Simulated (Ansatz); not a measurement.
# Moving the knobs of a GW run on Si3N4 (Fd-3m)

A base run on Si3N4 (Fd-3m), then changed inputs.

Program: Ansatz 0.2.0. Level of theory: G0W0 on PBE, plane waves, PAW; PAW set soft_1. Results are calculated unless marked as measured.

### 1. The structure

It takes space group Fd-3m (No. 227, cubic). The conventional cell has a = 7.787 Å, b = 7.787 Å, c = 7.787 Å, α = 90.00°, β = 90.00°, γ = 90.00°. Nearest to Si lie 6 N at 1.89 Å. Si has 4 N at 1.79 Å nearest. Nearest to N lie 4 Si at 1.79 to 1.89 Å. Farther neighbours and most contacts between anions are not listed.

Coordinates:

```
Si N
1.0
     0.00000    3.89372    3.89372
     3.89372    0.00000    3.89372
     3.89372    3.89372    0.00000
Si N
6 8
Direct
  0.12500 0.12500 0.62500
  0.12500 0.62500 0.12500
  0.62500 0.12500 0.12500
  0.12500 0.12500 0.12500
  0.75000 0.75000 0.75000
  0.50000 0.50000 0.50000
  0.36756 0.36756 0.36756
  0.35269 0.88244 0.88244
  0.88244 0.88244 0.35269
  0.88244 0.35269 0.88244
  0.36756 0.36756 0.89731
  0.36756 0.89731 0.36756
  0.88244 0.88244 0.88244
  0.89731 0.36756 0.36756
```

The cell and positions are those that the Materials Project relaxed with its own functionals (PBE, PBE+U or r2SCAN), kept fixed. This is not the form that Si3N4 usually takes at ambient conditions.

### 2. The base run: 2×2×2 mesh, 300 empty bands, screening to 108 eV, PAW set soft_1 files

Now the one-shot GW correction: screening in the RPA, then the self-energy of the levels asked for. This step takes PAW set soft_1 files.

File input.yaml:

```yaml
crystal:
  lattice:
    - [0.0, 3.893718, 3.893718]
    - [3.893718, 0.0, 3.893718]
    - [3.893718, 3.893718, 0.0]
  atoms:
    - { symbol: Si, position: [0.125, 0.125, 0.625] }
    - { symbol: Si, position: [0.125, 0.625, 0.125] }
    - { symbol: Si, position: [0.625, 0.125, 0.125] }
    - { symbol: Si, position: [0.125, 0.125, 0.125] }
    - { symbol: Si, position: [0.75, 0.75, 0.75] }
    - { symbol: Si, position: [0.5, 0.5, 0.5] }
    - { symbol: "N", position: [0.367563, 0.367563, 0.367563] }
    - { symbol: "N", position: [0.352689, 0.882437, 0.882437] }
    - { symbol: "N", position: [0.882437, 0.882437, 0.352689] }
    - { symbol: "N", position: [0.882437, 0.352689, 0.882437] }
    - { symbol: "N", position: [0.367563, 0.367563, 0.897311] }
    - { symbol: "N", position: [0.367563, 0.897311, 0.367563] }
    - { symbol: "N", position: [0.882437, 0.882437, 0.882437] }
    - { symbol: "N", position: [0.897311, 0.367563, 0.367563] }
kpoints:
  mp_grid: { grid: [2, 2, 2] }
hamiltonian:
  xc: pbe
  pseudopotentials: { kind: paw, azcp: { folder: soft_1 } }
scf:
  occupations: { method: fixed }
gw:
  n_empty_bands: 300
  ecut_chi: 108
  qp_bands: [v4, c4]
  qp_kpoints: band_edges
  screening: { model: contour_deformation }
```

Command:

```bash
ansatz run input.yaml --threads 3 --pin off --max-ram 92160MiB --backend cuda --events-out ev --progress --plain --runs-dir out --devices 1 --max-vram 13GiB
```

Numbers of over 12 decimals in the logs are rounded to 6 here.

Log:

```text
GPUs: using 1 of 1 available (devices: 1).
Engine: ansatz 0.2.0, x86_64-unknown-linux-gnu
Pseudopotentials: kind: paw
Pseudopotential: Si, paw, valence charge 4, recommended cutoff 420 eV (normal), soft_1/Si.paw.azcp
Pseudopotential: N, paw, valence charge 5, recommended cutoff 420 eV (normal), soft_1/N.paw.azcp
Functional definition: PBE
  parameter kappa = 0.804
  parameter beta = 0.066725
  exchange = pbe_x(kappa = kappa, mu = beta*pi^2/3)
  correlation = pbe_c(beta = beta)
device memory: the entry about to start is reckoned to put 2.5 GiB on a device that reports 58.1 GiB free (of which the cap on the GPU budget leaves the run 13.0 GiB)
GPU FFT provider: cuFFT
GPU libraries: cuBLAS 13.8.2, cuFFT 12.4.0, cuSOLVER 12.3.4
Crystal: 14 atoms, lattice volume = 118.066 Å³
Basis set: ecut = 420 eV, 2277 PW (Γ)
Bands: 46, of which v1, the nominal top of the filled ones, is band 32 counted from 1 (31 counted from 0)
Symmetry: 48 space group operations
Space group: Fd-3m (ITA 227), of the structure as read, at distance tolerance 4.9e-5 Å
k-points: 3 of 8
Non-local potential: Si, projectors of the file, l = 0: 2, l = 1: 2, l = 2: 1
Non-local potential: N, projectors of the file, l = 0: 2, l = 1: 2, l = 2: 1
PAW form: soft (Blöchl's): semilocal exchange-correlation on the pseudo side does not see the compensation charge
PAW one-centre angular grid: Si, 110 points (default); XC on 64 Gauss nodes
PAW one-centre angular grid: N, 110 points (default); XC on 64 Gauss nodes
Initial density: superposition of atomic densities (chi_scale 0.1, normalization cell, long waves kept (reshape's long-wave potential 0.00 eV rms))
Initial wavefunctions: pseudopotential atomic-orbital guess
GPU buffer pool allocated for 64000 grid points (all kernels)
GPU transforms: local potential and band sums: pruned to the plane-wave sphere, on 40×40×40
Functional: x = pbe(κ = 0.804, μ = 0.219515), c = pbe(β = 0.066725)
SCF iter   1: F=—  HF=-6907.929516 eV  |F-HF|=—  |Δ(HF+E_count)|=         —  Δρ=1.53e-1  dr2=2.86e1  ethr=3.10e-3  ⟨swp⟩=4.7  Hψ=571  notcnv=0  defer=29
preconditioner: auto → Resta (q_TF=auto, 2.464 Å⁻¹)  ε∞=3.9  [insulator: Δε(μ)=5.373 eV  Ē_g=15.963 eV  n_scr=26 (ndim 8)  ℏωp=27.3 eV  f_vac=0.000  ε∞_Penn≈3.9]
SCF iter   2: F=—  HF=-6899.399720 eV  |F-HF|=—  |Δ(HF+E_count)|=    8.53e0  Δρ=5.13e-2  dr2=2.05e0  ethr=3.10e-3  ⟨swp⟩=4.0  Hψ=367  notcnv=0  defer=30
SCF iter   3: F=—  HF=-6899.108905 eV  |F-HF|=—  |Δ(HF+E_count)|=   2.91e-1  Δρ=2.47e-2  dr2=3.79e-1  ethr=3.10e-3  ⟨swp⟩=3.0  Hψ=186  notcnv=0  defer=34
SCF iter   4: F=—  HF=-6899.107030 eV  |F-HF|=—  |Δ(HF+E_count)|=   1.88e-3  Δρ=1.85e-3  dr2=3.91e-3  ethr=5.93e-4  ⟨swp⟩=2.0  Hψ=127  notcnv=0  defer=34
[...]
NSCF: frozen V_eff on 1 k-points
device memory: the entry about to start is reckoned to put 0.7 GiB on a device that reports 66.7 GiB free (of which the cap on the GPU budget leaves the run 13.0 GiB)
NSCF: frozen V_eff on 1 k-points
SCF converged after 8 iterations
Free energy (F): -6899.110438 eV
Harris-Foulkes:  -6899.110438 eV  (|F-HF|=4.68e-9)
Internal energy: -6899.110438 eV  (E = F + TS)
E sigma→0 (E₀):  -6899.110438 eV
Fermi energy:    10.987221 eV
--- Per-component energies (eV) ---
  E_band       = 274.227904
  E_kinetic    = 1344.792828
  E_local      = -1365.260133  (includes V_loc(G=0)·N_el)
  E_nonlocal   = 397.631507
  E_hartree    = 493.482411
  E_xc         = -831.856947
  E_vxc        = -914.178375  (∫ρ·V_xc dr)
  E_paw        = -4097.066404  (= ΣΔE_a)
  E_vpaw       = -175.729956  (= ΣTr[D̂ρ^β])
  E_aug_tail   = 0.007572  (compensation charges beyond the density's cutoff)
  E_ewald      = -2840.841273
  E_smearing   = -0.000000  (= −TS)
  E_closure    = -0.000000  (closes the sum)
  Σ components = -6899.110438   (vs F -6899.110438, Δ=0.00e0)
--- Band table (eV) ---
  k-point 0: bands = [... 28 lower, 10.8744, 10.9872, 10.9872, 10.9872, 14.3199, 14.3199, 14.3199, 15.8665, ... 10 higher]
  k-point 1: bands = [... 28 lower, 10.5526, 10.5526, 10.6951, 10.6951, 15.9026, 16.7392, 16.7392, 17.2126, ... 10 higher]
  k-point 2: bands = [... 28 lower, 9.9248, 9.9248, 10.6039, 10.6039, 17.6042, 17.6042, 17.9414, 17.9414, ... 10 higher]
--- G₀W₀: contour deformation, 6 samples at zero and on the imaginary axis and 1 off it, 8 q-points, 300 empty bands' worth ---
  eigenvalues of the whole cell's RPA ε∞ on this k-mesh (on a slab, of 1 + 4πα/V) = 6.2172, 6.2172, 6.2172; static W/v taken at q = 0 is 0.160844
  bands read: the sum over 332 bands ends inside a degenerate multiplet in 1 slot, whose members it reads at an even weight; the widest, k=0: bands 331 to 333 (counted from 1) at 2/3 each
  gw.qp_kpoints: band_edges: 3 of 3 stored k-points solved, in 1 pass; an edge of the gap read off the rows below is read off those points alone
    ik  band        ε_KS         Σx   Σc(E_QP)       V_xc       Z   E_QP_lin       E_QP  E_QP is
     0    29     10.8744   -22.3126     3.5572   -18.2072  0.7986    10.3241    10.3262  root
     0    30     10.9872   -22.6892     3.4724   -18.6949  0.8005    10.4636    10.4654  root
     0    31     10.9872   -22.6892     3.4724   -18.6949  0.8005    10.4636    10.4654  root
     0    32     10.9872   -22.6892     3.4724   -18.6949  0.8005    10.4636    10.4654  root
     0    33     14.3199    -8.3543    -4.3860   -13.3680  0.8322    14.9498    14.9476  root
     0    34     14.3199    -8.3543    -4.3860   -13.3680  0.8322    14.9498    14.9476  root
     0    35     14.3199    -8.3543    -4.3860   -13.3680  0.8322    14.9498    14.9476  root
     0    36     15.8665    -9.1754    -4.7598   -14.8524  0.8267    16.7889    16.7838  root
[...]
2    33     17.6042    -7.9161    -5.0374   -13.7898  0.8189    18.4459    18.4405  root
     2    34     17.6042    -7.9161    -5.0374   -13.7898  0.8189    18.4459    18.4405  root
     2    35     17.9414    -8.9824    -4.7552   -14.6343  0.8139    18.8444    18.8380  root
     2    36     17.9414    -8.9824    -4.7552   -14.6343  0.8139    18.8444    18.8380  root
```

It took 5.7 s on 1 × NVIDIA H100 80GB HBM3 (shared by 6 runs) with 3 threads of AMD EPYC 7R13 (Zen 3), shared host; peak memory 1.1 GiB; 4.4 s of CPU time.

Numbers from this step:

- bands summed: 332
- RPA ε∞ on this mesh (eigenvalues): 6.217, 6.217, 6.217
- plane waves in the screening matrix: 307
- q-points in the mesh: 8
- G0W0 gap on the mesh: 4.482 eV
- k of the valence top: 0, 0, 0
- k of the conduction bottom: 0, 0, 0
- starting gap on the mesh: 3.333 eV
- Z at the valence top: 0.8005
- Z at the conduction bottom: 0.8322
- least direct G0W0 gap on the computed points: 4.482 eV

The gap on the mesh goes from 3.33 eV to 4.48 eV, a correction of +1.15 eV. Between the two edge states, bare exchange in place of the xc potential would open the gap by 9.01 eV, and correlation takes back 7.86 eV.

### 3. Variant: no symmetry

input.yaml: that of step 2 with these lines changed.

```diff
@@ -20,2 +20,3 @@
     - { symbol: "N", position: [0.897311, 0.367563, 0.367563] }
+  symmetry: { detect: false }
 kpoints:
@@ -28,4 +29,4 @@
 gw:
-  n_empty_bands: 300
-  ecut_chi: 108
+  n_empty_bands: 124
+  ecut_chi: 60
   qp_bands: [v4, c4]
```

Log:

```text
GPUs: using 1 of 1 available (devices: 1).
[...]
GPU FFT provider: cuFFT
GPU libraries: cuBLAS 13.8.2, cuFFT 12.4.0, cuSOLVER 12.3.4
Crystal: 14 atoms, lattice volume = 118.066 Å³
Basis set: ecut = 420 eV, 2277 PW (Γ)
Bands: 46, of which v1, the nominal top of the filled ones, is band 32 counted from 1 (31 counted from 0)
Symmetry: 1 space group operations
k-points: 8
[...]
GPU buffer pool allocated for 64000 grid points (all kernels)
[...]
SCF iter   1: F=—  HF=-6907.929420 eV  |F-HF|=—  |Δ(HF+E_count)|=         —  Δρ=1.53e-1  dr2=2.86e1  ethr=3.10e-3  ⟨swp⟩=4.9  Hψ=1498  notcnv=0  defer=76
[...]
SCF iter   9: F=-6899.110438 eV  HF=-6899.110438 eV  |F-HF|=2.22e-10  |Δ(HF+E_count)|=   5.61e-9  Δρ=3.08e-6  dr2=8.58e-9  ethr=1.56e-10  ⟨swp⟩=18.6  Hψ=2343  notcnv=0
SCF 1 converged in 9 iterations: F = -6899.110438 eV  dr2 = 8.58e-9
[...]
NSCF: frozen V_eff on 8 k-points
[...]
G₀W₀ screening: q 1/8
[... further progress lines ...]
[...]
SCF converged after 9 iterations
Free energy (F): -6899.110438 eV
[...]
Internal energy: -6899.110438 eV  (E = F + TS)
E sigma→0 (E₀):  -6899.110438 eV
Fermi energy:    10.987221 eV
[...]
--- Band table (eV; the first three rows and the last of 8) ---
  k-point 0: bands = [... 28 lower, 10.8744, 10.9872, 10.9872, 10.9872, 14.3199, 14.3199, 14.3199, 15.8665, ... 10 higher]
  k-point 1: bands = [... 28 lower, 10.5526, 10.5526, 10.6951, 10.6951, 15.9026, 16.7393, 16.7393, 17.2126, ... 10 higher]
  k-point 2: bands = [... 28 lower, 10.5526, 10.5526, 10.6951, 10.6951, 15.9026, 16.7393, 16.7393, 17.2126, ... 10 higher]
  k-point 7: bands = [... 28 lower, 10.5526, 10.5526, 10.6951, 10.6951, 15.9026, 16.7392, 16.7393, 17.2125, ... 10 higher]
[...]
0    29     10.8744   -22.3126     4.0306   -18.2072  0.8047    10.7996    10.7997  root
     0    30     10.9872   -22.6892     3.9601   -18.6949  0.8067    10.9531    10.9531  root
     0    31     10.9872   -22.6892     3.9601   -18.6949  0.8067    10.9531    10.9531  root
     0    32     10.9872   -22.6892     3.9601   -18.6949  0.8067    10.9531    10.9531  root
     0    33     14.3199    -8.3543    -4.1184   -13.3680  0.8357    15.2198    15.2153  root
     0    34     14.3199    -8.3543    -4.1184   -13.3680  0.8357    15.2198    15.2153  root
     0    35     14.3199    -8.3543    -4.1184   -13.3680  0.8357    15.2198    15.2153  root
     0    36     15.8665    -9.1754    -4.4440   -14.8524  0.8317    17.1092    17.0996  root
[...]
7    33     15.9026    -8.0765    -4.4394   -13.5651  0.8311    16.9590    16.9518  root
     7    34     16.7393    -7.1890    -4.5390   -12.6840  0.8283    17.7018    17.6952  root
     7    35     16.7393    -7.1890    -4.5390   -12.6840  0.8283    17.7018    17.6952  root
     7    36     17.2125    -9.2377    -4.5952   -15.0964  0.8286    18.4869    18.4760  root
```

It took 10 s on 1 × NVIDIA H100 80GB HBM3 (shared by 6 runs) with 3 threads; peak memory 1 GiB; 8.4 s of CPU time.

The G0W0 gap on the mesh is 4.262 eV.

Against the base:

```csv
setting,base,variant
empty bands,300,124
screening cutoff (eV),108,60
symmetry detection,-,false
```

```csv
quantity,variant,base
starting gap on the mesh,3.333,3.333
G0W0 gap on the mesh,4.262,4.482
least direct G0W0 gap on the computed points,4.262,4.482
Z at the valence top,0.807,0.800
Z at the conduction bottom,0.836,0.832
```

### 4. Variant: static remainder

This step: G0W0 on PBE, plane waves, norm-conserving pseudopotentials.

input.yaml: that of step 3 with these lines changed.

```diff
@@ -20,3 +20,2 @@
     - { symbol: "N", position: [0.897311, 0.367563, 0.367563] }
-  symmetry: { detect: false }
 kpoints:
@@ -25,3 +24,3 @@
   xc: pbe
-  pseudopotentials: { kind: paw, azcp: { folder: soft_1 } }
+  pseudopotentials: { kind: nc }
 scf:
@@ -30,3 +29,3 @@
   n_empty_bands: 124
-  ecut_chi: 60
+  ecut_chi: 100
   qp_bands: [v4, c4]
@@ -34 +33,2 @@
   screening: { model: contour_deformation }
+  static_remainder: true
```

Log:

```text
Warning: gw takes pair_densities: pseudo, which can misplace gaps by tens of per cent, since gw.static_remainder lacks the terms of the atoms
GPUs: using 1 of 1 available (devices: 1).
[...]
GPU FFT provider: cuFFT
GPU libraries: cuBLAS 13.8.2, cuFFT 12.4.0, cuSOLVER 12.3.4
Crystal: 14 atoms, lattice volume = 118.066 Å³
Basis set: ecut = 1240 eV, 11647 PW (Γ)
Bands: 46, of which v1, the nominal top of the filled ones, is band 32 counted from 1 (31 counted from 0)
[... 1 set-up line as in the run before ...]
[...]
k-points: 3 of 8
[...]
GPU buffer pool allocated for 262144 grid points (all kernels)
[...]
SCF iter   1: F=—  HF=-3068.170272 eV  |F-HF|=—  |Δ(HF+E_count)|=         —  Δρ=1.60e-1  dr2=2.99e1  ethr=3.10e-3  ⟨swp⟩=5.3  Hψ=557  notcnv=0  defer=29
[...]
SCF iter   8: F=-3059.183479 eV  HF=-3059.183479 eV  |F-HF|=1.24e-8  |Δ(HF+E_count)|=   3.47e-8  Δρ=3.93e-6  dr2=2.34e-8  ethr=1.56e-10  ⟨swp⟩=20.3  Hψ=947  notcnv=0
SCF 1 converged in 8 iterations: F = -3059.183479 eV  dr2 = 2.34e-8
[...]
G₀W₀ screening: q 1/3
[... further progress lines ...]
[...]
SCF converged after 8 iterations
Free energy (F): -3059.183479 eV
[...]
Internal energy: -3059.183479 eV  (E = F + TS)
E sigma→0 (E₀):  -3059.183479 eV
Fermi energy:    11.009969 eV
[...]
--- Band table (eV) ---
  k-point 0: bands = [... 28 lower, 10.8911, 11.0100, 11.0100, 11.0100, 14.3298, 14.3298, 14.3298, 15.8730, ... 10 higher]
  k-point 1: bands = [... 28 lower, 10.5738, 10.5738, 10.7117, 10.7117, 15.9127, 16.7497, 16.7497, 17.2272, ... 10 higher]
  k-point 2: bands = [... 28 lower, 9.9429, 9.9429, 10.6201, 10.6201, 17.6145, 17.6145, 17.9498, 17.9498, ... 10 higher]
[...]
static-remainder magnitude (band-truncation diagnostic): 1.2584 eV
[...]
0    29     10.8911   -21.6587     3.3526   -17.5769  0.8004    10.1583    10.1620  root
     0    30     11.0100   -21.7321     3.2637   -17.7189  0.8022    10.2567    10.2605  root
     0    31     11.0100   -21.7321     3.2637   -17.7189  0.8022    10.2567    10.2605  root
     0    32     11.0100   -21.7321     3.2637   -17.7189  0.8022    10.2567    10.2605  root
     0    33     14.3298    -6.4880    -4.4798   -11.3615  0.8326    14.7243    14.7235  root
     0    34     14.3298    -6.4880    -4.4798   -11.3615  0.8326    14.7243    14.7235  root
     0    35     14.3298    -6.4880    -4.4798   -11.3615  0.8326    14.7243    14.7235  root
     0    36     15.8730    -7.1587    -4.9033   -12.6978  0.8274    16.5112    16.5088  root
[...]
2    33     17.6145    -6.3692    -5.1774   -12.0798  0.8194    18.1499    18.1477  root
     2    34     17.6145    -6.3692    -5.1774   -12.0798  0.8194    18.1499    18.1477  root
     2    35     17.9498    -7.7104    -4.9495   -13.2927  0.8149    18.5857    18.5825  root
     2    36     17.9498    -7.7104    -4.9495   -13.2927  0.8149    18.5857    18.5825  root
```

The job ended after 10 s (1 × NVIDIA H100 80GB HBM3 (shared by 6 runs) with 3 threads; peak memory 1.2 GiB; 6.3 s of CPU time).

Against the base:

```csv
setting,base,variant
files,PAW set soft_1,norm-conserving
empty bands,300,124
screening cutoff (eV),108,100
static remainder,-,true
```

```csv
quantity,variant,base
starting gap on the mesh,3.320,3.333
G0W0 gap on the mesh,4.463,4.482
least direct G0W0 gap on the computed points,4.463,4.482
Z at the valence top,0.802,0.800
Z at the conduction bottom,0.833,0.832
```

### 5. What came out

```yaml
base: 4.48 eV, 5.7 s
no_symmetry: 4.26 eV, 10 s
static_remainder: 4.46 eV, 10 s
```

No symmetry: the gap moves by −0.22 eV. The variant differs from the base in empty bands, screening cutoff and symmetry detection together, so the change can't be laid to one of them. Symmetry itself changes the cost, not the physics. Static remainder: the gap moves by −0.02 eV (the plane-wave cutoff goes from 420 to 1240 eV); such settings are too crude to quote. The variant differs from the base in files, empty bands, screening cutoff and static remainder together, so the change can't be laid to one of them. This option needs pseudo pair densities, which the log warns can misplace gaps. All runs here use a coarse mesh and modest cutoffs; they test settings and are not final values. The 2×2×2 mesh is coarse for this cell (its supercell is 11 Å along the shortest edge). The RPA ε∞ on it, from the PBE start, is 6.22; such meshes misread the long-range screening, most where the gap is narrow.

[Paths, hosts, dates, memory and timing lines, banners, echoed tables and standing remarks are left out of the program output.]

[Logs are printed without paths, hosts, clocks, repeated set-up lines and the standing remarks that a program may print on its own settings, such as how far it seeks lower states.]

[Runs of the session that timed out or met a known fault of the program may be left out.]

[Cells called generated may have been cut or substituted from an entry of the Crystallography Open Database or the Materials Project.]

[Hosts, paths, dates, database ids (printed as entryN), source tags and the programs' standing remarks are cut or masked in the printed files.]
